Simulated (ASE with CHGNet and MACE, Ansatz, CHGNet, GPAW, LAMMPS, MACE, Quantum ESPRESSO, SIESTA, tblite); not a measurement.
**Machine-learned potentials runs on glassy 61Al2O3-39P2O5 (mol %) (104 atoms)**

Wanted: machine-learned potentials inputs and outputs for glassy 61Al2O3-39P2O5 (mol %) (104 atoms), checked against a plane-wave reference.

Program: ASE with CHGNet and MACE. Level of theory: the method is named at each step. Results are calculated unless marked as measured.

### Step 1. The structure

The cell holds 104 atoms: 22 Al, 14 P and 68 O. Cell: a = 10.928 Å, b = 10.928 Å, c = 10.928 Å, α = 90.0°, β = 90.0°, γ = 90.0°. 104 atoms (22 Al, 14 P, 68 O) placed at random at 2.66 g/cm³, melted at 4000 K for 10 ps at fixed volume with the Morse and Coulomb pair potential with partial charges (Pedone, Malavasi, Menziani, Cormack and Segre, J. Phys. Chem. B 110, 11780 (2006)). Quenched from 4000 K to 300 K at 50 K/ps and fixed volume, held 10 ps at zero pressure.

The yardstick, on the same geometry:

| Quantity | Value |
| --- | --- |
| method | Kohn-Sham DFT, PBE, SSSP efficiency 1.3.0 pseudopotentials, plane waves (Quantum ESPRESSO 7.5); sssp-pbe-1.3.0-efficiency, cutoffs 60/480 Ry, Γ point |
| r.m.s. force component | 1.16 eV/Å |
| longest force | 5.092 eV/Å |
| pressure | 5.52 GPa |
| gap (highest filled to lowest empty level) | 3.349 eV |
| time | 4.4 min on 4 MPI ranks of Arm Neoverse V2, shared host |
| CPU time | 18 min |

### Step 2. CHGNet 0.3.0 potential

Method: machine-learned interatomic potential CHGNet 0.3.0, trained on PBE(+U) plane-wave data.

Input file run.py:

```python
import numpy as np
from ase.io import read
import mlip  # loads the published weights by name

atoms = read("structure.xyz")
atoms.calc = mlip.calc("chgnet-0.3.0")
energy = atoms.get_potential_energy()
forces = atoms.get_forces()
print(f"energy {energy:.6f} eV")
print("forces (eV/A)")
for i, (a, f) in enumerate(zip(atoms, forces)):
    print(f"{i:4d} {a.symbol:2s} {f[0]:10.5f} {f[1]:10.5f} {f[2]:10.5f}")
stress = -atoms.get_stress(voigt=False) * 160.21766
print("stress (GPa, compression positive)")
for row in stress:
    print(" ".join(f"{x:10.4f}" for x in row))
```

Input file structure.xyz:

```xyz
104
Lattice="10.92802 0.00000 0.00000 0.00000 10.92802 0.00000 0.00000 0.00000 10.92802" Properties=species:S:1:pos:R:3 pbc="T T T"
Al 2.02518 5.49581 3.82513
Al 9.35122 0.77217 5.44456
Al 5.14382 6.34404 3.01045
Al 3.98348 8.40496 0.57558
Al 9.10435 6.67298 6.18701
Al 1.71537 5.10666 6.75461
Al 10.86890 8.38343 7.62087
Al 3.02291 6.99907 8.53544
Al 4.60452 0.84933 2.62808
Al 8.82153 3.07722 3.57117
Al 9.23603 8.70854 1.20405
Al 4.40366 5.19059 0.63186
Al 5.76759 6.05511 9.06293
Al 2.58776 2.26079 3.81858
Al 0.66661 7.85419 4.93477
Al 5.56826 3.54844 3.62701
Al 8.83989 2.09086 8.93781
Al 8.55577 10.46402 8.17689
Al 10.91021 6.28394 9.15101
Al 4.06260 9.73512 7.29117
Al 0.94910 1.20022 9.69862
Al 3.82197 7.22080 5.29386
P 8.48943 5.93271 2.42679
P 1.04024 9.06687 10.51407
P 6.75395 8.85760 9.99717
P 7.50012 10.34807 3.42025
P 4.81980 4.15461 6.71789
P 9.79325 3.68384 6.38142
P 0.28566 2.38919 1.56019
P 1.51998 0.78441 6.52075
P 1.12854 5.33156 1.10898
P 8.22508 4.81893 10.48609
P 3.94633 2.14309 10.65591
P 6.39191 8.26737 5.50892
P 5.63460 1.52522 8.19219
P 2.80074 9.51590 3.49194
O 0.10229 0.35680 5.96768
O 8.17438 9.70638 2.23030
O 9.69687 0.68792 9.05485
O 6.78685 5.16863 10.18295
O 3.55576 8.83082 4.62594
O 3.54909 9.22347 2.21041
O 9.93379 2.36734 2.43247
O 2.12801 1.72291 5.44937
O 0.29047 4.10271 6.44546
O 9.44279 9.15211 7.81244
O 6.18187 0.06688 2.95133
O 8.04641 8.51173 10.74487
O 1.58751 5.76158 8.45162
O 4.41700 3.56002 10.86671
O 3.05777 0.08021 3.55051
O 5.24862 4.26127 5.23944
O 3.58854 6.82018 6.83176
O 6.45289 7.63268 9.12359
O 5.57613 7.29270 4.67053
O 7.08070 6.31377 2.89625
[... 44 atom lines left out ...]
O 0.98757 8.60461 6.45474
O 9.57371 2.67715 5.26774
O 5.39637 8.89716 6.42644
O 9.25243 7.15184 1.97284
```

Started as:

```sh
$ OMP_NUM_THREADS=1 python run.py > output.txt
```

The log of the run:

```text
CHGNet v0.3.0 initialized with 412,525 parameters
CHGNet will run on cpu
energy -801.498047 eV
forces (eV/A)
   0 Al    0.22350    0.16025   -0.90956
   1 Al    2.32477    0.11201    3.53657
   2 Al    1.67367   -0.12940   -1.36167
   3 Al    0.92954   -0.59290    1.54655
   4 Al   -0.34286    0.22786   -0.03330
   5 Al   -0.01111    0.81852   -0.26330
   6 Al   -1.42755    0.51319    1.46750
   7 Al    0.67797    0.57474   -1.08440
   8 Al   -0.19912   -1.20168    0.21126
   9 Al   -0.41856    1.06901   -0.50112
  10 Al   -0.87988   -0.01681   -1.27605
  11 Al   -1.16131    0.60278    0.79590
  12 Al   -0.13323    0.32878   -0.15582
  13 Al   -1.25789   -0.53474    0.78903
  14 Al   -0.31341    0.45819    0.87196
  15 Al    0.41300    0.34549   -0.10617
  16 Al   -2.18590    1.76226    1.80280
  17 Al    0.06065    1.50783   -0.51830
  18 Al   -1.06991   -0.62578    0.31047
  19 Al   -0.82189    0.57380    0.34258
  20 Al   -0.03932   -0.87246   -1.40003
  21 Al   -0.24207    0.60184   -2.33717
  22 P    -2.27112   -0.41953    0.19057
  23 P     0.34706    0.45132    0.05194
[...]
96 O     1.36173   -0.75939   -0.85800
  97 O    -0.13782   -0.49204   -0.24290
  98 O    -0.46462   -0.17657    0.56606
  99 O     0.28395   -0.90364    0.93495
 100 O     2.98686    0.71420   -2.28079
 101 O    -0.79207   -2.32455   -2.90254
 102 O     0.05761    0.85430    0.54037
 103 O     1.18856    0.60170    0.72732
stress (GPa, compression positive)
    1.2156    -0.5467    -0.7167
   -0.5467     6.3722     2.3481
   -0.7167     2.3481     4.4759
```

Wall time 5.4 s (1 thread of Arm Neoverse V2, shared host); peak memory 1.4 GiB.

Banners, paths, timers and routine set-up lines are dropped from the logs unmarked, and long logs keep their key lines alone; longer cuts are marked.

Against the reference:

```
r.m.s. force component                  : 1.053 eV/Å
r.m.s. difference of force components   : 192.2 meV/Å
longest difference of force vectors     : 723.3 meV/Å
force difference over r.m.s. force      : 16.56 %
slope of forces against the reference's : 0.8978
correlation of force components         : 0.9896
pressure                                : 4.021 GPa
pressure difference                     : -1.498 GPa
```

Length of the force difference by element (eV/Å):

```tsv
element	atoms	mean	most
Al	22	0.34	0.63
O	68	0.28	0.72
P	14	0.34	0.70
```

The surroundings of P30, one of the 14 P atoms, nearest first, numbered as they follow in the input and with coordinates relative to it.

```tsv
atom	x	y	z	distance (Å)	bonds	Fx	Fy	Fz (eV/Å)
P30	0.00	0.00	0.00	0.00	4	0.70	-0.53	-3.08
O89	-0.30	0.67	1.28	1.48	2	-0.36	1.37	4.14
O44	0.61	0.94	-1.07	1.55	2	-0.44	0.48	-0.19
O60	1.18	-1.00	0.16	1.55	2	-0.28	-0.80	0.29
O37	-1.42	-0.43	-0.55	1.58	2	0.19	-0.38	-0.89
O101	-0.53	-3.11	-0.07	3.15	2	2.99	0.71	-2.28
Al21	-0.57	0.42	3.18	3.26	4	-0.04	-0.87	-1.40
Al14	1.07	1.48	-2.70	3.26	4	-1.26	-0.53	0.79
Al2	-3.10	-0.01	-1.08	3.28	4	2.32	0.11	3.54
Al20	2.54	-1.98	0.77	3.31	4	-0.82	0.57	0.34
O51	1.54	-0.70	-2.97	3.42	2	0.23	3.05	0.09
```

Atoms are counted from 1 here, from 0 in the log.

Forces lie 17 % from the reference's, at 0.0048 times its CPU time (on 1 against 4 cores).

### Step 3. MACE MPA-0 medium potential

Method: machine-learned interatomic potential MACE MPA-0 medium, trained on PBE(+U) plane-wave data.

Edit run.py of step 2 so:

```diff
@@ -5,3 +5,3 @@
 atoms = read("structure.xyz")
-atoms.calc = mlip.calc("chgnet-0.3.0")
+atoms.calc = mlip.calc("mace-mpa-0-medium")
 energy = atoms.get_potential_energy()
```

structure.xyz is that of step 2.

The log of the run:

```text
energy -752.813257 eV
forces (eV/A)
   0 Al    0.20704    0.08210   -1.02894
   1 Al    2.43814    0.17762    3.79228
   2 Al    1.93463   -0.07938   -1.69139
   3 Al    1.14632   -0.86198    1.61150
   4 Al   -0.25200    0.21812    0.09803
   5 Al   -0.14228    0.99381   -0.23631
   6 Al   -1.50445    0.64234    1.42841
   7 Al    0.72508    0.64730   -1.25030
   8 Al   -0.19537   -1.39540    0.20677
   9 Al   -0.33791    1.14408   -0.35678
  10 Al   -0.91885   -0.05231   -1.42601
  11 Al   -1.27114    0.74443    0.80695
  12 Al   -0.30894    0.50189   -0.30477
  13 Al   -1.54040   -0.37810    0.84199
  14 Al   -0.34622    0.48302    1.25452
  15 Al    0.28826    0.18256   -0.16044
  16 Al   -2.46298    1.85555    1.83585
  17 Al    0.38053    1.78466   -0.59847
  18 Al   -1.02410   -0.77258    0.36964
  19 Al   -0.95813    0.52656    0.41235
  20 Al   -0.19451   -1.30426   -1.78057
  21 Al   -0.37030    0.58645   -2.59484
  22 P    -2.29537   -0.56356   -0.06174
  23 P     0.36406    0.55108   -0.01352
[...]
96 O     1.35419   -0.95225   -0.90005
  97 O    -0.34352   -0.48254   -0.13156
  98 O    -0.53635   -0.31906    0.74534
  99 O     0.55767   -1.04343    1.19511
 100 O     3.06886    0.66401   -2.46633
 101 O    -0.94442   -2.15802   -2.97651
 102 O     0.29386    0.68119    0.46683
 103 O     1.29875    0.54365    0.84402
stress (GPa, compression positive)
    1.5825    -0.6386    -0.6555
   -0.6386     7.4986     2.6141
   -0.6555     2.6141     4.8289
```

It took 9.9 s on 1 thread; peak memory 1.2 GiB.

Compared with the plane-wave run:

| Item | Value |
| --- | --- |
| r.m.s. force component | 1.098 eV/Å |
| r.m.s. difference of force components | 126.7 meV/Å |
| longest difference of force vectors | 428.2 meV/Å |
| force difference over r.m.s. force | 10.91 % |
| slope of forces against the reference's | 0.942 |
| correlation of force components | 0.9952 |
| pressure | 4.637 GPa |
| pressure difference | -0.883 GPa |

Against the first run (17 %), the force difference from the reference is 11 %, at 1.9 times the CPU time.

### Step 4. MACE MP-0b3 medium potential

Method: machine-learned interatomic potential MACE MP-0b3 medium, trained on PBE(+U) plane-wave data.

Edit run.py of step 3 so:

```diff
@@ -5,3 +5,3 @@
 atoms = read("structure.xyz")
-atoms.calc = mlip.calc("mace-mpa-0-medium")
+atoms.calc = mlip.calc("mace-mp-0b3-medium")
 energy = atoms.get_potential_energy()
```

structure.xyz is that of step 3.

The log of the run:

```text
energy -753.670495 eV
forces (eV/A)
   0 Al    0.19204    0.03218   -0.85636
   1 Al    2.38691    0.15528    3.84260
   2 Al    1.83549   -0.11141   -1.54250
   3 Al    1.00594   -0.69606    1.55647
   4 Al   -0.30017    0.36725    0.00597
   5 Al   -0.09045    0.97663   -0.34149
   6 Al   -1.62286    0.53053    1.39012
   7 Al    0.65739    0.65777   -1.28325
   8 Al   -0.11685   -1.39108    0.24589
   9 Al   -0.36312    1.10787   -0.38356
  10 Al   -0.97819   -0.03766   -1.37056
  11 Al   -1.16521    0.58021    0.69210
  12 Al   -0.29593    0.51245   -0.28283
  13 Al   -1.34489   -0.41200    0.79488
  14 Al   -0.51367    0.34150    1.26995
  15 Al    0.36859    0.27457   -0.17233
  16 Al   -2.45103    2.04922    1.74744
  17 Al    0.41507    1.49353   -0.65851
  18 Al   -1.03566   -0.77515    0.32559
  19 Al   -0.82334    0.58037    0.36582
  20 Al    0.00643   -1.08142   -1.58690
  21 Al   -0.27150    0.58344   -2.62595
  22 P    -2.24400   -0.46746    0.22473
  23 P     0.35660    0.36119    0.12030
[...]
96 O     1.25694   -0.85706   -0.80468
  97 O    -0.36212   -0.41928   -0.18689
  98 O    -0.49203   -0.21419    0.78707
  99 O     0.51569   -0.99939    1.07707
 100 O     3.15764    0.78250   -2.44890
 101 O    -0.94995   -2.23276   -2.98603
 102 O     0.20866    0.68020    0.51910
 103 O     1.21857    0.49104    0.78487
stress (GPa, compression positive)
    1.1091    -0.6453    -0.7011
   -0.6453     6.8314     2.5109
   -0.7011     2.5109     4.2731
```

It took 9.3 s on 1 thread; peak memory 1.2 GiB.

Against the reference:

| Item | Value |
| --- | --- |
| r.m.s. force component | 1.074 eV/Å |
| r.m.s. difference of force components | 137.9 meV/Å |
| longest difference of force vectors | 536 meV/Å |
| force difference over r.m.s. force | 11.88 % |
| slope of forces against the reference's | 0.9212 |
| correlation of force components | 0.9954 |
| pressure | 4.071 GPa |
| pressure difference | -1.448 GPa |

Against the first run (17 %), the force difference from the reference is 12 %, at 1.8 times the CPU time.

### Step 5. Side by side

Differences are against the plane-wave reference, forces as r.m.s. over components; share is that over the reference's r.m.s. force, slope the least-squares factor from reference forces to these. Total energies of different programs have different zeros and aren't compared.

```tsv
run	Δ force, r.m.s. (meV/Å)	share (%)	slope	Δ pressure (GPa)	cores	CPU time	memory (GiB)
reference	-	-	-	-	4	18 min	4.3
CHGNet 0.3.0 potential	192	16.6	0.898	-1.50	1	5.1 s	1.4
MACE MPA-0 medium potential	127	10.9	0.942	-0.883	1	9.5 s	1.2
MACE MP-0b3 medium potential	138	11.9	0.921	-1.45	1	9.3 s	1.2
```

Times of the machine-learned potentials are mostly Python's start and the loading of weights.

CPU time is summed over cores on a shared host, where runs went side by side, so it is rough. Symmetry, cutoffs, thresholds, outputs and thread counts weren't matched or tuned between programs; memory under MPI is the largest rank's times the ranks.

### Step 6. Summary of results

```json
{
  "nearest in forces": "MACE MPA-0 medium potential, 11 %",
  "its CPU time": "9.5 s"
}
```

**Reading.** Machine-learned potentials differ by 11 % (MACE MPA-0 medium potential) to 17 % (CHGNet 0.3.0 potential); they were trained on other programs' data. The reference's pressure holds the uncorrected Pulay stress of its 60 Ry basis, so small pressure differences, and their order, may be the reference's own error. In our tests on small cells the SSSP efficiency potentials stood apart from two norm-conserving sets, for C–F bonds most and for P–O bonds less, so differences between them and other runs here needn't be the other run's error. Machine-learned potentials mimic data converged in k, so the reference's own k-point error enters their differences. The quench rate of 50 K/ps is many orders above laboratory rates, so the cell is likely richer in defects and strain than a real sample. The network of bonds at the start is that of the classical potential that made the cell, and needn't be the one that DFT or experiment would give. The reference's stress is far from hydrostatic: its diagonal is 2.4, 8.5, 5.6 GPa, compression counted positive. The electronic-structure runs sample only Γ, in a cell whose shortest periodic width is 11 Å.

[Also dropped from logs without a mark: logging warnings of Python, and SIESTA's first energy breakdown and zero terms.]

[Logs are printed without paths, hosts, clocks, repeated set-up lines and the standing remarks that a program may print on its own settings, such as how far it seeks lower states.]

[Hosts, paths, dates, database ids (printed as entryN), source tags and the programs' standing remarks are cut or masked in the printed files.]
